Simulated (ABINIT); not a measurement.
# BP (F-43m): G0W0 with ABINIT, start to end, part 2 of 3

Wanted: ground state, empty states, screening and self-energy for BP (F-43m).

ABINIT 10.8.3; PBE and many-body steps on it, plane waves. Known limits of the many-body steps: not at the basis limit; coarse k mesh.

So far. Step 2 (Ground state): The gap is indirect, with the least direct gap 2.13 eV higher.

## 3. Bands along the symmetry lines

Level of this step: DFT, PBE, plane waves, norm-conserving pseudopotentials (ABINIT).

The cheap functional maps the bands first; the places of the edges decide which points the dearer methods must see.

File run.abi:

```
acell 3*1.0 Angstrom
rprim 
  0.000000000000 2.269000000000 2.269000000000
  2.269000000000 0.000000000000 2.269000000000
  2.269000000000 2.269000000000 0.000000000000
ntypat 2
znucl 5 15
natom 2
typat 1 2
xred 
  0.000000000000 0.000000000000 0.000000000000
  0.250000000000 0.250000000000 0.250000000000
pp_dirpath "pseudos"
pseudos "B.upf, P.upf"
ecut 34
iscf -2
irdden 1
kptopt 0
nkpt 50
kpt 
  0.00000000 0.00000000 0.00000000
  -0.06250000 -0.06250000 0.00000000
  -0.12500000 -0.12500000 0.00000000
  -0.18750000 -0.18750000 0.00000000
  -0.25000000 -0.25000000 0.00000000
  -0.31250000 -0.31250000 0.00000000
  -0.37500000 -0.37500000 0.00000000
  -0.43750000 -0.43750000 0.00000000
  -0.50000000 -0.50000000 0.00000000
  -0.48437500 -0.48437500 0.03125000
  -0.46875000 -0.46875000 0.06250000
  -0.45312500 -0.45312500 0.09375000
  -0.43750000 -0.43750000 0.12500000
  -0.42187500 -0.42187500 0.15625000
  -0.40625000 -0.40625000 0.18750000
  -0.39062500 -0.39062500 0.21875000
  -0.37500000 -0.37500000 0.25000000
  -0.37500000 0.00000000 0.37500000
  -0.32812500 0.00000000 0.32812500
  -0.28125000 0.00000000 0.28125000
  -0.23437500 0.00000000 0.23437500
  -0.18750000 0.00000000 0.18750000
  -0.14062500 0.00000000 0.14062500
  -0.09375000 0.00000000 0.09375000
  -0.04687500 0.00000000 0.04687500
  0.00000000 0.00000000 0.00000000
  0.00000000 0.00000000 0.06250000
  0.00000000 0.00000000 0.12500000
  0.00000000 0.00000000 0.18750000
  0.00000000 0.00000000 0.25000000
  0.00000000 0.00000000 0.31250000
  0.00000000 0.00000000 0.37500000
  0.00000000 0.00000000 0.43750000
  0.00000000 0.00000000 0.50000000
  -0.06250000 -0.03125000 0.46875000
  -0.12500000 -0.06250000 0.43750000
  -0.18750000 -0.09375000 0.40625000
  -0.25000000 -0.12500000 0.37500000
  -0.31250000 -0.15625000 0.34375000
  -0.37500000 -0.18750000 0.31250000
  -0.43750000 -0.21875000 0.28125000
  -0.50000000 -0.25000000 0.25000000
  -0.50000000 -0.28125000 0.21875000
  -0.50000000 -0.31250000 0.18750000
  -0.50000000 -0.34375000 0.15625000
  -0.50000000 -0.37500000 0.12500000
  -0.50000000 -0.40625000 0.09375000
  -0.50000000 -0.43750000 0.06250000
  -0.50000000 -0.46875000 0.03125000
  -0.50000000 -0.50000000 0.00000000
istwfk *1
nband 11
nbdbuf 2
tolwfr 1e-08
nstep 40
prtwf 0
prtvol 0
indata_prefix "in"
outdata_prefix "out"
tmpdata_prefix "tmp"
```

Command:

```console
$ OMP_NUM_THREADS=1 mpirun -n 4 abinit run.abi > log
```

Numbers of over 12 decimals in the logs are rounded to 6 here.

The program printed:

```text
.Version 10.8.3 of ABINIT. v10.8.2 released Aug 2026.

 Symmetries : space group F-4 3 m (#216); Bravais cF (face-center cubic)
[... echo of the input left out ...]
== DATASET  1 ==================================================================
-   mpi_nproc: 4, omp_nthreads: 1 (-1 if OMP is not activated)

--- !DatasetInfo
iteration_state: {dtset: 1, }
dimensions: {natom: 2, nkpt: 50, mband: 11, nsppol: 1, nspinor: 1, nspden: 1, mpw: 1524, }
cutoff_energies: {ecut:  34.0, pawecutdg:  -1.0, }
electrons: {nelect:   8.00000000E+00, charge:   0.00000000E+00, occopt:   1.00000000E+00, tsmear:   1.00000000E-02, }

 Real(R)+Recip(G) space primitive vectors, cartesian coordinates (Bohr,Bohr^-1):
 R(1)=  0.0000000  4.2877886  4.2877886  G(1)= -0.1166102  0.1166102  0.1166102
 R(2)=  4.2877886  0.0000000  4.2877886  G(2)=  0.1166102 -0.1166102  0.1166102
 R(3)=  4.2877886  4.2877886  0.0000000  G(3)=  0.1166102  0.1166102 -0.1166102
 Unit cell volume ucvol=  1.5766311E+02 bohr^3
 Angles (23,13,12)=  6.00000000E+01  6.00000000E+01  6.00000000E+01 degrees

 getcut: wavevector=  0.0000  0.0000  0.0000  ngfft=  32  32  32
         ecut(hartree)=     34.000   => boxcut(ratio)=   2.01047

--- Pseudopotential description ------------------------------------------------
- B Generated using ONCVPSP code by D. R. Hamann
-  5.00000   3.00000  171031                  znucl, zion, pspdat
12 -101130 1 -1 1534                          pspcod,pspxc,lmax,lloc,mmax
     nproj     2     2     0
  pspatm : epsatm=    3.38844616
         --- l  ekb(1:nproj) -->
             0    8.382104    1.234201
             1   -3.719492   -0.867526
 pspatm: atomic psp has been read  and splines computed

- P Generated using ONCVPSP code by D. R. Hamann
- 15.00000   5.00000  171031                  znucl, zion, pspdat
12 -101130 2 -1 1298                          pspcod,pspxc,lmax,lloc,mmax
     nproj     2     2     2
  pspatm : epsatm=    8.05910421
         --- l  ekb(1:nproj) -->
             0    6.598722    1.052341
[...]
pspatm: atomic psp has been read  and splines computed

--------------------------------------------------------------------------------

================================================================================
 prteigrs : about to open file out_EIG
 Non-SCF case, kpt    1 (  0.00000  0.00000  0.00000), residuals and eigenvalues=
  2.07E-09  2.03E-09  2.54E-09  7.57E-09  9.91E-10  7.95E-09  8.75E-09  2.09E-09
[...]
-3.0111E-01  2.6701E-01  2.6701E-01  2.6701E-01  3.9220E-01  3.9220E-01
  3.9220E-01  5.3740E-01  6.9047E-01  7.0970E-01  7.0970E-01
 Non-SCF case, kpt    2 ( -0.06250 -0.06250  0.00000), residuals and eigenvalues=
  4.40E-09  2.39E-09  4.87E-09  9.99E-09  1.46E-09  4.38E-09  3.97E-09  3.31E-09
[...]
-2.9765E-01  2.5282E-01  2.5282E-01  2.5505E-01  3.8534E-01  4.1020E-01
[...]
3.54E-09  2.57E-09  3.37E-09  7.93E-09  3.89E-09  3.70E-09  8.59E-09  5.77E-09
[...]
-2.8732E-01  2.2366E-01  2.2386E-01  2.2386E-01  3.6930E-01  4.5040E-01
  4.5040E-01  5.4631E-01  6.4728E-01  7.2434E-01  7.3398E-01
[...]
Non-SCF case, kpt   49 ( -0.50000 -0.46875  0.03125), residuals and eigenvalues=
[...]
-1.2244E-01 -4.7675E-02  1.1332E-01  1.1345E-01  3.2073E-01  3.3283E-01
  7.0552E-01  7.0931E-01  8.1682E-01  8.6372E-01  9.1210E-01
 Non-SCF case, kpt   50 ( -0.50000 -0.50000  0.00000), residuals and eigenvalues=
[...]
-1.2278E-01 -4.8232E-02  1.1583E-01  1.1583E-01  3.1652E-01  3.2827E-01
  7.1044E-01  7.1044E-01  8.2597E-01  8.7270E-01  9.2368E-01

--- !ResultsGS
iteration_state: {dtset: 1, }
comment   : Summary of ground state results
lattice_vectors:
- [  0.0000000,   4.2877886,   4.2877886, ]
- [  4.2877886,   0.0000000,   4.2877886, ]
- [  4.2877886,   4.2877886,   0.0000000, ]
lattice_lengths: [   6.06385,    6.06385,    6.06385, ]
lattice_angles: [ 60.000,  60.000,  60.000, ] # degrees, (23, 13, 12)
lattice_volume:   1.5766311E+02
convergence: {deltae:  0.000E+00, res2:  0.000E+00, residm:  9.993E-09, diffor:  0.000E+00, }
etotal    :  -9.89670974E+00
entropy   :   0.00000000E+00
fermie    :   2.67006735E-01
cartesian_stress_tensor: null
pressure_GPa: null
xred      :
- [  0.0000E+00,   0.0000E+00,   0.0000E+00,  B]
- [  2.5000E-01,   2.5000E-01,   2.5000E-01,  P]
cartesian_forces: null
force_length_stats: {min: null, max: null, mean: null, }

 Integrated electronic density in atomic spheres:
 ------------------------------------------------
 Atom  Sphere_radius  Integrated_density
[...]
================================================================================

 ----iterations are completed or convergence reached----

 Mean square residual over all n,k,spin=   47.323E-10; max=  99.929E-10
 reduced coordinates (array xred) for    2 atoms
[...]
cartesian coordinates (angstrom) at end:
    1      0.000000     0.000000     0.000000
    2      1.134500     1.134500     1.134500
 length scales=  1.889726125908  1.889726125908  1.889726125908 bohr
              =  1.000000000000  1.000000000000  1.000000000000 angstroms
 prteigrs : about to open file out_EIG
 Eigenvalues (hartree) for nkpt=  50  k points:
 kpt#   1, nband= 11, wtk=  1.00000, kpt=  0.0000  0.0000  0.0000 (reduced coord)
[...]
kpt#   2, nband= 11, wtk=  1.00000, kpt= -0.0625 -0.0625  0.0000 (reduced coord)
[...]
kpt#   3, nband= 11, wtk=  1.00000, kpt= -0.1250 -0.1250  0.0000 (reduced coord)
[...]
kpt#  49, nband= 11, wtk=  1.00000, kpt= -0.5000 -0.4687  0.0313 (reduced coord)
  -0.12244   -0.04767    0.11332    0.11345    0.32073    0.33283    0.70552    0.70931
   0.81682    0.86372    0.91210
 kpt#  50, nband= 11, wtk=  1.00000, kpt= -0.5000 -0.5000  0.0000 (reduced coord)
  -0.12278   -0.04823    0.11583    0.11583    0.31652    0.32827    0.71044    0.71044
   0.82597    0.87270    0.92368

== END DATASET(S) ==============================================================
================================================================================

 -outvars: echo values of variables after computation  --------
            nband          11
             nkpt          50
          spgroup         216
 [... the other variables as echoed above ...]

 Calculation completed.
```

Wall time 3.1 s (4 MPI ranks of Arm Neoverse V2, shared host); peak memory 0.24 GiB.

This step gave:

```
gap                        : 1.260 eV
k of the valence top       : 0, 0, 0
k of the conduction bottom : -0.4375, -0.4375, 0
least direct gap           : 3.407 eV
```

The gap is 1.260 eV, −0.020 eV from the run before at this level.

The electronic bands at the labelled points (eV, zero at the top of the highest filled band; v1 is the highest filled band, c1 the lowest empty one):

| point | v4 | v3 | v2 | v1 | c1 | c2 | c3 | c4 |
| --- | --- | --- | --- | --- | --- | --- | --- | --- |
| Γ | -15.46 | 0.00 | 0.00 | 0.00 | 3.41 | 3.41 | 3.41 | 7.36 |
| halfway | -13.98 | -3.69 | -2.73 | -2.73 | 1.82 | 4.96 | 7.71 | 7.71 |
| X | -10.61 | -8.58 | -4.11 | -4.11 | 1.35 | 1.67 | 12.07 | 12.07 |
| halfway | -10.55 | -8.46 | -5.05 | -3.96 | 1.65 | 3.01 | 11.32 | 11.62 |
| U | -10.61 | -8.16 | -6.22 | -3.50 | 2.16 | 6.00 | 9.71 | 10.59 |
| jump to K | -10.61 | -8.16 | -6.22 | -3.50 | 2.16 | 6.00 | 9.71 | 10.59 |
| halfway | -13.81 | -4.91 | -3.87 | -1.08 | 4.56 | 5.09 | 6.13 | 8.30 |
| Γ | -15.46 | 0.00 | 0.00 | 0.00 | 3.41 | 3.41 | 3.41 | 7.36 |
| halfway | -14.35 | -4.84 | -1.12 | -1.12 | 4.00 | 4.76 | 4.76 | 9.60 |
| L | -12.14 | -9.03 | -1.76 | -1.76 | 3.78 | 4.72 | 4.72 | 10.13 |
| halfway | -11.48 | -8.44 | -4.52 | -3.11 | 4.19 | 5.20 | 8.29 | 9.77 |
| W | -10.33 | -8.05 | -5.67 | -5.47 | 5.33 | 6.77 | 7.23 | 7.45 |
| halfway | -10.48 | -8.36 | -4.93 | -4.86 | 2.90 | 3.37 | 10.21 | 10.99 |
| X | -10.61 | -8.58 | -4.11 | -4.11 | 1.35 | 1.67 | 12.07 | 12.07 |

The electronic bands as a text plot (rows in eV, shown from -8.0 to 7.3 only):

```
    6.9 |                   ++++                     +    +
    6.3 |    +            +   +++                       ++
    5.7 |                                           +  +   +
    5.0 |  ++ ++         +      +++         +++++ +++++ +++++
    4.4 |                       +++++      +     +++ +++    +
    3.8 | +     ++      +     ++   +++  +++++++++++++
    3.1 |++            +    ++        ++                     +
    2.5 |  +++    +        +                                  +
    1.9 |     ++   ++++++++                                    ++
    1.2 |       +++++++                                         +
    0.6 |
   -0.1 |**                        ******
   -0.7 | *                      **  *  ****
   -1.3 |  **                   *  **       ****
   -2.0 |    *                **   **    **     *****
   -2.6 |    ***            **   **                 **
   -3.2 |       **        **     **        *          *
   -3.9 |     **  ********      *                    * *        *
   -4.5 |             *                               * *     **
   -5.1 |       **     **     ***           *          * * ***
   -5.8 |                *  **                          ****
   -6.4 |         *       **  **             **
   -7.0 |                   **
   -7.7 |          **      *                   *
         Γ           X  U|K            Γ         L        W     X
```

## 4. Empty states on the mesh, 4×4×4 mesh, 21 bands

The sums over transitions need many empty states on a uniform mesh; this step solves for them.

File run.abi:

```
acell 3*1.0 Angstrom
rprim 
  0.000000000000 2.269000000000 2.269000000000
  2.269000000000 0.000000000000 2.269000000000
  2.269000000000 2.269000000000 0.000000000000
ntypat 2
znucl 5 15
natom 2
typat 1 2
xred 
  0.000000000000 0.000000000000 0.000000000000
  0.250000000000 0.250000000000 0.250000000000
pp_dirpath "pseudos"
pseudos "B.upf, P.upf"
ecut 34
ngkpt 4 4 4
nshiftk 1
shiftk 0 0 0
kptopt 1
chksymbreak 0
iscf -2
irdden 1
istwfk *1
nband 21
nbdbuf 4
tolwfr 1e-09
nstep 60
prtvol 0
indata_prefix "in"
outdata_prefix "out"
tmpdata_prefix "tmp"
```

The program printed:

```text
.Version 10.8.3 of ABINIT. v10.8.2 released Aug 2026.

 Symmetries : space group F-4 3 m (#216); Bravais cF (face-center cubic)
[... echo of the input left out ...]
== DATASET  1 ==================================================================
-   mpi_nproc: 4, omp_nthreads: 1 (-1 if OMP is not activated)

--- !DatasetInfo
iteration_state: {dtset: 1, }
dimensions: {natom: 2, nkpt: 8, mband: 21, nsppol: 1, nspinor: 1, nspden: 1, mpw: 1524, }
cutoff_energies: {ecut:  34.0, pawecutdg:  -1.0, }
electrons: {nelect:   8.00000000E+00, charge:   0.00000000E+00, occopt:   1.00000000E+00, tsmear:   1.00000000E-02, }

 Real(R)+Recip(G) space primitive vectors, cartesian coordinates (Bohr,Bohr^-1):
 R(1)=  0.0000000  4.2877886  4.2877886  G(1)= -0.1166102  0.1166102  0.1166102
 R(2)=  4.2877886  0.0000000  4.2877886  G(2)=  0.1166102 -0.1166102  0.1166102
 R(3)=  4.2877886  4.2877886  0.0000000  G(3)=  0.1166102  0.1166102 -0.1166102
 Unit cell volume ucvol=  1.5766311E+02 bohr^3
 Angles (23,13,12)=  6.00000000E+01  6.00000000E+01  6.00000000E+01 degrees

 getcut: wavevector=  0.0000  0.0000  0.0000  ngfft=  32  32  32
         ecut(hartree)=     34.000   => boxcut(ratio)=   2.01047

--- Pseudopotential description ------------------------------------------------
- B Generated using ONCVPSP code by D. R. Hamann
-  5.00000   3.00000  171031                  znucl, zion, pspdat
12 -101130 1 -1 1534                          pspcod,pspxc,lmax,lloc,mmax
     nproj     2     2     0
  pspatm : epsatm=    3.38844616
         --- l  ekb(1:nproj) -->
             0    8.382104    1.234201
             1   -3.719492   -0.867526
 pspatm: atomic psp has been read  and splines computed

- P Generated using ONCVPSP code by D. R. Hamann
- 15.00000   5.00000  171031                  znucl, zion, pspdat
12 -101130 2 -1 1298                          pspcod,pspxc,lmax,lloc,mmax
     nproj     2     2     2
  pspatm : epsatm=    8.05910421
         --- l  ekb(1:nproj) -->
             0    6.598722    1.052341
[...]
pspatm: atomic psp has been read  and splines computed

--------------------------------------------------------------------------------

================================================================================
 prteigrs : about to open file out_EIG
 Non-SCF case, kpt    1 (  0.00000  0.00000  0.00000), residuals and eigenvalues=
  5.17E-10  3.22E-10  4.90E-10  9.04E-10  1.08E-10  1.91E-10  6.12E-10  2.51E-10
  4.24E-10  1.44E-10  3.83E-10  3.16E-10  6.87E-10  7.85E-10  4.93E-10  9.89E-10
  8.09E-10  4.35E-10  4.22E-10  1.21E-05  3.10E-04
 -3.0111E-01  2.6701E-01  2.6701E-01  2.6701E-01  3.9220E-01  3.9220E-01
  3.9220E-01  5.3740E-01  6.9047E-01  7.0970E-01  7.0970E-01  8.4388E-01
  8.4388E-01  8.4388E-01  1.0582E+00  1.3818E+00  1.3818E+00  1.3818E+00
[...]
prteigrs : prtvol=0 or 1, do not print more k-points.

--- !ResultsGS
iteration_state: {dtset: 1, }
comment   : Summary of ground state results
lattice_vectors:
- [  0.0000000,   4.2877886,   4.2877886, ]
- [  4.2877886,   0.0000000,   4.2877886, ]
- [  4.2877886,   4.2877886,   0.0000000, ]
lattice_lengths: [   6.06385,    6.06385,    6.06385, ]
lattice_angles: [ 60.000,  60.000,  60.000, ] # degrees, (23, 13, 12)
lattice_volume:   1.5766311E+02
convergence: {deltae:  0.000E+00, res2:  0.000E+00, residm:  9.939E-10, diffor:  0.000E+00, }
etotal    :  -9.89670974E+00
entropy   :   0.00000000E+00
fermie    :   2.67006735E-01
cartesian_stress_tensor: null
pressure_GPa: null
xred      :
- [  0.0000E+00,   0.0000E+00,   0.0000E+00,  B]
- [  2.5000E-01,   2.5000E-01,   2.5000E-01,  P]
cartesian_forces: null
force_length_stats: {min: null, max: null, mean: null, }

 Integrated electronic density in atomic spheres:
 ------------------------------------------------
 Atom  Sphere_radius  Integrated_density
[...]
================================================================================

 ----iterations are completed or convergence reached----

 Mean square residual over all n,k,spin=   47.460E-11; max=  99.393E-11
 reduced coordinates (array xred) for    2 atoms
       0.000000000000      0.000000000000      0.000000000000
       0.250000000000      0.250000000000      0.250000000000

 cartesian coordinates (angstrom) at end:
    1      0.000000     0.000000     0.000000
    2      1.134500     1.134500     1.134500
 length scales=  1.889726125908  1.889726125908  1.889726125908 bohr
              =  1.000000000000  1.000000000000  1.000000000000 angstroms
 prteigrs : about to open file out_EIG
 Eigenvalues (hartree) for nkpt=   8  k points:
 kpt#   1, nband= 21, wtk=  0.01563, kpt=  0.0000  0.0000  0.0000 (reduced coord)
  -0.30111    0.26701    0.26701    0.26701    0.39220    0.39220    0.39220    0.53740
   0.69047    0.70970    0.70970    0.84388    0.84388    0.84388    1.05819    1.38180
   1.38180    1.38180    1.61399    1.61402    1.61470
 prteigrs : prtvol=0 or 1, do not print more k-points.

== END DATASET(S) ==============================================================
================================================================================

 -outvars: echo values of variables after computation  --------
            nband          21
             nkpt           8
          spgroup         216
 [... the other variables as echoed above ...]

 Calculation completed.
```

Elapsed: 2.1 s, on 4 MPI ranks; peak memory 0.07 GiB; 8 s of CPU time.

Numbers from this step:

```
gap                                                           : 1.347 eV
k of the valence top                                          : 0, 0, 0
k of the conduction bottom                                    : 0.5, 0.5, 0
least direct gap                                              : 3.407 eV
k points computed                                             : 8
lowest point of the top converged band, above the valence top : 25.79 eV
```

On this mesh the gap is 1.347 eV. The earlier step found 1.280 eV, so this mesh misses an edge.

[end of part 2 of 3]

[Paths, hosts, dates, memory and timing lines, banners, echoed tables and standing remarks are left out of the program output.]

[Logs are printed without paths, hosts, clocks, repeated set-up lines and the standing remarks that a program may print on its own settings, such as how far it seeks lower states.]

[Runs of the session that timed out or met a known fault of the program may be left out.]

[Hosts, paths, dates, database ids (printed as entryN), source tags and the programs' standing remarks are cut or masked in the printed files.]

[G0W0 gaps are taken among the corrected bands and points alone; a level outside them can change the order at an edge.]

[Where Ansatz stands beside ABINIT at settings called matched, ABINIT's density can come from a denser mesh and the files from another edition; pairs whose starting gaps differed by over 0.03 eV were left out, so agreement reads better than it is.]
